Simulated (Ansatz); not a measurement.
# As (Pm-3m, 1 atom in the cell): a soft mode frozen in

Wanted: the energy along a soft mode of As (Pm-3m, 1 atom in the cell) and the structure at the end.

Program: Ansatz 0.2.0. Level of theory: DFT PBEsol, scalar-relativistic, plane waves, PAW. Results are calculated unless marked as measured.

This is not the structure that As takes at ambient pressure and room temperature (space group No. 166); it is a model or a phase of other conditions.

### 1. The starting structure

The structure is cubic, space group Pm-3m (No. 221). Conventional cell: a = 2.689 Å, b = 2.689 Å, c = 2.689 Å, α = 90.00°, β = 90.00°, γ = 90.00°. Nearest to As lie 6 As at 2.69 Å.

### 2. Phonons on a q mesh

The cell comes from relaxations at this level that are not shown. Stability and thermal properties need the whole zone. Linear response on a 4×4×4 q mesh gives force constants as far as a supercell of that size would.

The input, input.yaml:

```yaml
crystal:
  lattice:
    - [2.6885784294, 0.0, 0.0]
    - [0.0, 2.6885784294, 0.0]
    - [0.0, 0.0, 2.6885784294]
  atoms:
    - { symbol: As, position: [0.5, 0.5, 0.5] }
kpoints:
  mp_grid: { grid: [16, 16, 16] }
hamiltonian:
  xc: pbesol
scf:
  occupations: { method: methfessel_paxton, width: 0.15 }
output:
  eigenvalues: true
phonons:
  method: dfpt
  qmesh: [4, 4, 4]
  temperatures: { t_max: 1000, t_step: 50 }
  qpath:
    path:
      - [[0.0, 0.0, 0.0], [0.0, 0.5, 0.0], [0.5, 0.5, 0.0], [0.0, 0.0, 0.0], [0.5, 0.5, 0.5], [0.0, 0.5, 0.0]]
      - [[0.5, 0.5, 0.5], [0.5, 0.5, 0.0]]
    npoints: 10
```

Launch:

```
$ ansatz run input.yaml --threads 4 --pin off --max-ram 7168MiB --backend cpu --events-out ev --progress --plain --runs-dir out
```

Numbers of over 12 decimals in the logs are rounded to 6 here.

Log:

```text
Engine: ansatz 0.2.0, aarch64-unknown-linux-gnu
Pseudopotentials: kind: paw
Pseudopotential: As, paw, valence charge 15, recommended cutoff 420 eV (normal), As.paw.azcp
Functional definition: PBEsol
  exchange = pbesol_x
  correlation = pbesol_c
Crystal: 1 atoms, lattice volume = 19.434 Å³
Basis set: ecut = 420 eV, 389 PW (Γ), exchange–correlation on 36×36×36 points (8 copies of the dense FFT grid, shifted against one another)
Bands: 12, of which v1, the nominal top of the filled ones, is band 8 counted from 1 (7 counted from 0)
Symmetry: 48 space group operations
k-points: 165 of 4096
Non-local potential: As, projectors of the file, l = 0: 2, l = 1: 2, l = 2: 3, l = 3: 1
PAW form: soft (Blöchl's): semilocal exchange-correlation on the pseudo side does not see the compensation charge
PAW frozen core: As, regenerated for the run's functional, and the local potential with it (the file was generated under x = pbe(κ = 0.804, μ = 0.219515), c = pbe(β = 0.066725))
PAW one-centre angular grid: As, 590 points (default); XC on 64 Gauss nodes
Initial density: superposition of atomic densities (neutral atoms: chi_scale 0, normalization atom), corrected by the library's trained network
Initial wavefunctions: pseudopotential atomic-orbital guess
Functional: x = pbesol(κ = 0.804, μ = 0.123457), c = pbesol(β = 0.046)
SCF iter   1: F=—  HF=-4812.946414 eV  |F-HF|=—  |Δ(HF+E_count)|=         —  Δρ=9.83e-4  dr2=6.79e-5  ethr=1.77e-3  ⟨swp⟩=5.1  Hψ=11785  notcnv=0
preconditioner: auto → none  [insulator: Δε(μ)=0.160 eV  Ē_g=15.172 eV  σ=0.150 eV  W_gap=0.61  n_scr=6 (ndim 8)  ℏωp=18.8 eV  f_vac=0.001  D(μ)=0.17/eV (n_scr^D=0)  ε∞_Penn≈2.5]
SCF iter   2: F=—  HF=-4812.946098 eV  |F-HF|=—  |Δ(HF+E_count)|=   3.16e-4  S|Δr|=    0.00e0  Δρ=4.51e-4  dr2=1.67e-5  ethr=4.53e-7  ⟨swp⟩=2.0  Hψ=4541  notcnv=0
SCF iter   3: F=—  HF=-4812.946117 eV  |F-HF|=—  |Δ(HF+E_count)|=   1.89e-5  S|Δr|=    0.00e0  Δρ=1.77e-4  dr2=2.76e-6  ethr=1.11e-7  ⟨swp⟩=2.1  Hψ=3083  notcnv=0
SCF iter   4: F=—  HF=-4812.946121 eV  |F-HF|=—  |Δ(HF+E_count)|=   3.44e-6  S|Δr|=    0.00e0  Δρ=2.45e-5  dr2=1.51e-7  ethr=1.84e-8  ⟨swp⟩=2.2  Hψ=2998  notcnv=0
SCF iter   5: F=—  HF=-4812.946120 eV  |F-HF|=—  |Δ(HF+E_count)|=   1.25e-7  S|Δr|=    0.00e0  Δρ=8.23e-6  dr2=1.60e-8  ethr=1.01e-9  ⟨swp⟩=2.0  Hψ=3131  notcnv=0
SCF iter   6: F=—  HF=-4812.946120 eV  |F-HF|=—  |Δ(HF+E_count)|=   1.66e-8  S|Δr|=    0.00e0  Δρ=4.24e-7  dr2=2.47e-11  ethr=1.07e-10  ⟨swp⟩=2.0  Hψ=3153  notcnv=0
SCF iter   7: F=-4812.946120 eV  HF=-4812.946120 eV  |F-HF|=0.00e0  |Δ(HF+E_count)|=  1.55e-11  S|Δr|=    0.00e0  Δρ=3.67e-8  dr2=3.01e-13  ethr=1.00e-12  ⟨swp⟩=5.8  Hψ=7609  notcnv=0
SCF 1 converged in 7 iterations: F = -4812.946120 eV  dr2 = 3.01e-13
  greatest PAW one-centre occupation: 0.999 electrons in one spin orbital (limit 2), on the As atom at site 0 (counted from 0), in its partial waves of l = 2
NSCF: frozen V_eff on 165 k-points
NSCF: frozen V_eff on 405 k-points
DFPT response loops at q = (0, 0, 0) (fractional): preconditioner auto → Kerker (q_TF=auto, 2.613 Å⁻¹) (partly filled bands, converged f_vac=0.000); β = 1.00, the filter's whole step (`scf.mixing.beta` (0.50) is not read by the response loops under this deck's `scf.mixing.preconditioner`; to damp them name `kerker` or `kerker_dos`, under which they read `scf.mixing.beta`, and type it under 1.00, their step now; both keys bind the ground state too); Broyden in place of MSR1
NSCF: frozen V_eff on 2592 k-points
DFPT response loops at q = (0, 0, 0.25) (fractional): mixed as the last ones told, above
NSCF: frozen V_eff on 1458 k-points
DFPT response loops at q = (0, 0, -0.5) (fractional): mixed as the last ones told, above
NSCF: frozen V_eff on 4608 k-points
DFPT response loops at q = (0, 0.25, 0.25) (fractional): mixed as the last ones told, above
NSCF: frozen V_eff on 2592 k-points
DFPT response loops at q = (0, 0.25, -0.5) (fractional): mixed as the last ones told, above
NSCF: frozen V_eff on 1458 k-points
DFPT response loops at q = (0, -0.5, -0.5) (fractional): mixed as the last ones told, above
NSCF: frozen V_eff on 4352 k-points
DFPT response loops at q = (0.25, 0.25, 0.25) (fractional): mixed as the last ones told, above
NSCF: frozen V_eff on 4608 k-points
DFPT response loops at q = (0.25, 0.25, -0.5) (fractional): mixed as the last ones told, above
NSCF: frozen V_eff on 2592 k-points
DFPT response loops at q = (0.25, -0.5, -0.5) (fractional): mixed as the last ones told, above
NSCF: frozen V_eff on 810 k-points
DFPT response loops at q = (-0.5, -0.5, -0.5) (fractional): mixed as the last ones told, above
SCF converged after 7 iterations
Stability not checked: this state was not tested for a lower state beside it, because cold or Methfessel-Paxton smearing, or corrected tetrahedra, fill the levels in a way that the test cannot read (fill_not_monotonic; see scf.lower_state_search)
Free energy (F): -4812.946120 eV
Harris-Foulkes:  -4812.946120 eV  (|F-HF|=0.00e0)
Internal energy: -4812.947028 eV  (E = F + TS)
E sigma→0 (E₀):  -4812.946347 eV
Entropy (-TS):   0.000908 eV (0.908 meV/atom)
Fermi energy:    11.856250 eV
--- Per-component energies (eV) ---
  E_band       = -213.064885
  E_kinetic    = 102.990019
  E_local      = -1535.095338  (includes V_loc(G=0)·N_el)
  E_nonlocal   = -668.254467
  E_hartree    = 867.633275
  E_xc         = -78.986853
  E_vxc        = -79.606447  (∫ρ·V_xc dr)
  E_paw        = -1792.631688  (= ΣΔE_a)
  E_vpaw       = 231.634820  (= ΣTr[D̂ρ^β])
  E_aug_tail   = 0.000007  (compensation charges beyond the density's cutoff)
  E_ewald      = -1709.568412
  E_core_change = 0.966429  (= ΣΔE_core)
  E_smearing   = 0.000908  (= −TS)
  E_closure    = -0.000000  (closes the sum)
  Σ components = -4812.946120   (vs F -4812.946120, Δ=0.00e0)
--- Band table (eV; the first three rows and the last of 165) ---
  k-point 0: bands = [... 4 lower, -24.0740, -3.2947, 16.0585, 16.0585, 16.0585, 20.4689, 20.4689, 22.3987]
  k-point 1: bands = [... 4 lower, -24.0739, -3.2212, 15.0579, 16.1237, 16.1237, 20.5360, 21.2061, 22.8651]
  k-point 2: bands = [... 4 lower, -24.0737, -3.0024, 13.1878, 16.3157, 16.3157, 20.7357, 21.8974, 24.6385]
  k-point 164: bands = [... 4 lower, -24.0297, 7.0265, 10.0060, 10.0060, 10.0060, 17.7550, 17.7550, 17.7550]
--- Phonons (Γ-DFPT): 1 representative perturbation + reference (Σ response iterations 3) ---
  ASR residual: 6.688e-6 → 0.000e0 eV/Å²; symmetrization residual: 4.487e-11 eV/Å²
  ASR residual per site (eV/Å²): 6.69e-6
  Γ frequencies (cm⁻¹): 0.00 0.00 0.00
--- Phonons (arbitrary-q DFPT): 10 irreducible q on the 4×4×4 mesh ---
  q = [0.0000, 0.0000, 0.0000] (star 1, of the zone-centre solve; hermiticity 0.00e0, symmetrization 6.71e-6): 0.00 0.00 0.00
  q = [0.0000, 0.0000, 0.2500] (star 6, 2 solved perturbations in 2016 linear systems a pass and spin channel, the states on 1296 of 4096 k-point pairs; hermiticity 2.35e-13, symmetrization 1.44e-12): 57.23 57.23 139.06
  q = [0.0000, 0.0000, -0.5000] (star 3, 2 solved perturbations in 1134 linear systems a pass and spin channel, the states on 729 of 4096 k-point pairs; hermiticity 8.71e-14, symmetrization 3.69e-12): 65.29 65.29 152.87
  q = [0.0000, 0.2500, 0.2500] (star 12, 2 solved perturbations in 3528 linear systems a pass and spin channel, the states on 2304 of 4096 k-point pairs; hermiticity 6.52e-14, symmetrization 2.42e-13): 80.29 132.04 164.13
  q = [0.0000, 0.2500, -0.5000] (star 12, 3 solved perturbations on 1296 of 4096 k-point pairs; hermiticity 1.94e-13, symmetrization 1.36e-13): 81.17 87.36 155.18
  q = [0.0000, -0.5000, -0.5000] (star 3, 2 solved perturbations in 1134 linear systems a pass and spin channel, the states on 729 of 4096 k-point pairs; hermiticity 3.02e-13, symmetrization 3.89e-13): 93.35 97.72 97.72
  q = [0.2500, 0.2500, 0.2500] (star 8, 1 solved perturbation on 2176 of 4096 k-point pairs; hermiticity 2.03e-13, symmetrization 4.05e-12): 152.88 152.88 192.17
  q = [0.2500, 0.2500, -0.5000] (star 12, 2 solved perturbations in 3528 linear systems a pass and spin channel, the states on 2304 of 4096 k-point pairs; hermiticity 2.01e-14, symmetrization 3.44e-13): -48.74 156.41 178.60
  q = [0.2500, -0.5000, -0.5000] (star 6, 2 solved perturbations in 2016 linear systems a pass and spin channel, the states on 1296 of 4096 k-point pairs; hermiticity 1.66e-13, symmetrization 3.05e-13): -51.10 -51.10 164.48
  q = [-0.5000, -0.5000, -0.5000] (star 1, 1 solved perturbation on 405 of 4096 k-point pairs; hermiticity 1.36e-13, symmetrization 9.75e-13): -195.58 -195.58 -195.58
  sum rule: each row above includes the acoustic sum rule's correction from the zone centre's row sums; it moved no ω² by more than (0.16 cm⁻¹)²
  mesh force constants: q→R imaginary residual 0.00e0; ASR residual 6.688e-6 → 0.000e0 eV/Å²; symmetrization residual 5.329e-15 eV/Å²
  interpolated dispersion: 62 rows × 3 modes
  density of states and harmonic sums: on the 24×24×24 q-mesh, interpolated from the force constants of a 4×4×4 supercell (no non-analytic term)
  largest difference from the sums on the solved wave vectors: F 5.52e-2 eV, S 8.04e-5 and C_V 2.53e-5 eV/K
  zero-point energy: 0.021097 eV/cell   skipped modes (ω ≤ 0): 113, of them read as no rigid motion or as one in doubt: 110 (1.769e-1 modes/cell left out, lowest -195.58 cm⁻¹)   left out of the sums: 5.90e-2 of the cell's modes: C_V's classical limit lies that fraction below 3 k_B per atom; for a crystal, a wire or a layer, F and S can be off by more, and a phonons.interpolated_qmesh denser along its periods is the remedy for the sampling
```

Run time: 94 s. Hardware: 4 threads of Arm Neoverse V1, shared host; peak memory 1.4 GiB.

In the SCF lines HF is the Harris–Foulkes energy and dr2 the Hartree energy of the density residual, in eV; the loop may stop once dr2 is under the threshold and the program's other checks hold. Hψ counts applications of the Hamiltonian.

This step gave:

```
volume per atom                                         : 19.43 Å³
gap on the k-mesh                                       : 0 eV
sum-rule residual before enforcement                    : 6.69e-6 eV/Å²
lowest frequency on the path                            : -195.6 cm⁻¹
highest frequency on the path or at a solved wavevector : 192.2 cm⁻¹
lowest mode on the q mesh (acoustic modes at Γ apart)   : -195.6 cm⁻¹
```

Frequencies (cm⁻¹) solved at each irreducible wavevector; negative means imaginary. Frequencies by wavevector, by row:

```csv
q in reciprocal lattice units,star,mode 1,mode 2,mode 3
0 0 0,1,0,0,0
0 0 0.25,6,57.2,57.2,139.1
0 0 -0.5,3,65.3,65.3,152.9
0 0.25 0.25,12,80.3,132,164.1
0 0.25 -0.5,12,81.2,87.4,155.2
0 -0.5 -0.5,3,93.3,97.7,97.7
0.25 0.25 0.25,8,152.9,152.9,192.2
0.25 0.25 -0.5,12,-48.7,156.4,178.6
0.25 -0.5 -0.5,6,-51.1,-51.1,164.5
-0.5 -0.5 -0.5,1,-195.6,-195.6,-195.6
```

Interpolated from a 4×4×4 q mesh. The phonon branches at the labelled points (cm⁻¹):

```csv
point,branch 1,branch 2,branch 3
Γ,0,0,0
halfway,57,57,139
X,65,65,153
halfway,81,87,155
M,93,98,98
halfway,80,132,164
Γ,0,0,0
halfway,153,153,192
R,-196,-196,-196
halfway,-49,156,179
X,65,65,153
jump to R,-196,-196,-196
halfway,-51,-51,164
M,93,98,98
```

The phonon branches as a text plot (rows in cm⁻¹):

```
    184 |                              ****         *
    168 |                  ***                     * *       **
    152 |    ***** **     *   *      ** *           *** **
    136 |   *     *  *     ***         * ***       *  *        *
    119 |         *   *  **   **     **                *    *
    103 |  *       *   ***     *    *      *      *    *        *
     87 |          ***********  *                     * *     **
     71 | *   ***** **        * *   *             *     **
     55 |   **                 *   *
     39 |* *                    ** *                 *
     23 |**                      *
      6 |                         *
    -10 |
    -26 |
    -42 |                                           *      *
    -58 |                                                    *
    -74 |                                   *      *
    -91 |                                   *
   -107 |                                        **         *
   -123 |                                        *
   -139 |                                                  *
   -155 |                                        *
   -171 |                                    *  *
   -188 |                                     ***         *
         Γ      X      M          Γ            R        X|R     M
```

Symmetry leaves 10 wavevectors to solve. The lowest mode among them, the acoustic zeros apart, lies at q = (-0.5, -0.5, -0.5) and is imaginary, 195.6i cm⁻¹, so the energy falls along it.

### 3. The mode frozen in, largest atomic shift 0 Å

The mode followed lies at q = (-0.5, -0.5, -0.5) with frequency 195.6i cm⁻¹ and is 3-fold degenerate, the softest among the wavevectors solved. At small amplitude the distorted cell has space group no. 139 by a symmetry search on the positions. The undistorted cell that holds it gives the zero of energy on the same k mesh.

System of this step: As. Symmetry: Pm-3m, No. 221, cubic system. The conventional cell has a = 2.689 Å, b = 2.689 Å, c = 2.689 Å, α = 90.00°, β = 90.00°, γ = 90.00°. Nearest to As lie 6 As at 2.69 Å.

The input, input.yaml:

```yaml
crystal:
  lattice:
    - [2.6885784294, 2.6885784294, 0.0]
    - [2.6885784294, 0.0, 2.6885784294]
    - [2.6885784294, 0.0, -2.6885784294]
  atoms:
    - { symbol: As, position: [0.5, 0.25, 0.75] }
    - { symbol: As, position: [0.5, 0.75, 0.25] }
kpoints:
  mp_grid: { grid: [14, 14, 14] }
hamiltonian:
  xc: pbesol
scf:
  occupations: { method: methfessel_paxton, width: 0.15 }
output:
  forces: true
  stress: true
  eigenvalues: true
```

Log:

```text
[...]
Crystal: 2 atoms, lattice volume = 38.869 Å³
Basis set: ecut = 420 eV, 749 PW (Γ), exchange–correlation on 54×54×54 points (8 copies of the dense FFT grid, shifted against one another)
Bands: 19, of which v1, the nominal top of the filled ones, is band 15 counted from 1 (14 counted from 0)
Symmetry: 96 space group operations
[...]
k-points: 104 of 2744
[...]
--- Band table (eV; the first three rows and the last of 104) ---
  k-point 0: bands = [... 11 lower, 7.0263, 10.0059, 10.0059, 10.0059, 16.0584, 16.0584, 16.0584, 17.7549]
  k-point 1: bands = [... 11 lower, 6.6160, 10.0110, 10.0110, 10.2554, 15.6829, 15.6829, 15.8249, 17.7072]
  k-point 2: bands = [... 11 lower, 5.6809, 10.0340, 10.0340, 10.7192, 14.8668, 14.8668, 15.2535, 17.7674]
  k-point 103: bands = [... 11 lower, 1.4290, 5.5513, 6.1133, 11.2033, 13.2114, 17.4195, 19.1201, 19.3960]
[key lines of the parts left out:]
SCF converged after 5 iterations
Free energy (F): -9625.886623 eV
Fermi energy:    11.861311 eV
P = ⅓ Tr σ = 0.0551 GPa (0.551 kbar)
```

Run time: 1 s. Hardware: 4 threads; peak memory 0.35 GiB; 3.5 s of CPU time.

Numbers from this step:

| Quantity | Value |
| --- | --- |
| pressure | 0.05508 GPa |
| energy from the undistorted cell | 0 meV/atom |

The run ends at a pressure of 0.06 GPa.

### 4. The mode frozen in, largest atomic shift 0.14 Å

The atoms are moved along the unstable eigenvector, the largest shift by 0.14 Å, with the cell fixed.

input.yaml, the sections that differ from step 3:

```yaml
crystal:
  lattice:
    - [2.6885784294, 2.6885784294, 0.0]
    - [2.6885784294, 0.0, 2.6885784294]
    - [2.6885784294, 0.0, -2.6885784294]
  atoms:
    - { symbol: As, position: [0.5, 0.223963936, 0.723963936] }
    - { symbol: As, position: [0.5, 0.776036064, 0.276036064] }
# kpoints, hamiltonian, scf, output: as in step 3
```

Log:

```text
[...]
Crystal: 2 atoms, lattice volume = 38.869 Å³
Basis set: ecut = 420 eV, 749 PW (Γ), exchange–correlation on 54×54×54 points (8 copies of the dense FFT grid, shifted against one another)
Bands: 19, of which v1, the nominal top of the filled ones, is band 15 counted from 1 (14 counted from 0)
Symmetry: 16 space group operations
[...]
k-points: 244 of 2744
[...]
--- Band table (eV; the first three rows and the last of 244) ---
  k-point 0: bands = [... 11 lower, 7.1438, 9.6098, 10.1839, 10.1839, 15.1409, 15.1409, 16.4196, 17.8539]
  k-point 1: bands = [... 11 lower, 6.7163, 9.6814, 10.1800, 10.3575, 14.9655, 15.0594, 16.1079, 17.9057]
  k-point 2: bands = [... 11 lower, 5.7591, 9.7300, 10.1779, 10.7383, 14.4624, 14.7996, 15.3945, 17.8925]
  k-point 243: bands = [... 11 lower, 2.1481, 5.7264, 7.4984, 7.4984, 14.2196, 18.4947, 18.4947, 21.1230]
[key lines of the parts left out:]
SCF converged after 5 iterations
Free energy (F): -9625.957648 eV
Fermi energy:    11.988454 eV
P = ⅓ Tr σ = 3.4558 GPa (34.558 kbar)
```

Wall time 2.1 s (4 threads); peak memory 0.43 GiB; 7.7 s of CPU time.

This step gave:

| Property | Result |
| --- | --- |
| pressure | 3.456 GPa |
| energy from the undistorted cell | -35.69 meV/atom |

The energy, extrapolated to zero smearing, is -35.69 meV/atom against the undistorted cell.

The run ends at a pressure of 3.46 GPa, with forces up to 0.23 eV/Å.

### 5. Energy along the mode, all amplitudes (two of the runs are shown above)

An imaginary frequency means negative curvature, so the energy should fall and then rise again as anharmonic terms take over.

Numbers from this step:

| Quantity | Value |
| --- | --- |
| depth at the lowest point sampled | 35.69 meV/atom |
| largest atomic shift at that point | 0.14 Å |

Table of energy from the parent by largest atomic shift:

```csv
largest atomic shift (Å),energy from the parent (meV/atom)
0.0000,0
0.0400,-8.74
0.0800,-27.0
0.1400,-35.7
0.2200,48.3
```

Displacement at unit largest shift by atom:

```csv
atom,x (Å),y (Å),z (Å),size
As1,-1.00,0.00,0.00,1.00
As2,1.00,0.00,0.00,1.00
```

The lowest of the steps tried is at 0.14 Å, 35.7 meV/atom below the parent; the bottom of the well need not coincide with a step.

(Part 1 of 2 ends here.)

[Logs are printed without paths, hosts, clocks, repeated set-up lines and the standing remarks that a program may print on its own settings, such as how far it seeks lower states.]

[Hosts, paths, dates, database ids (printed as entryN), source tags and the programs' standing remarks are cut or masked in the printed files.]
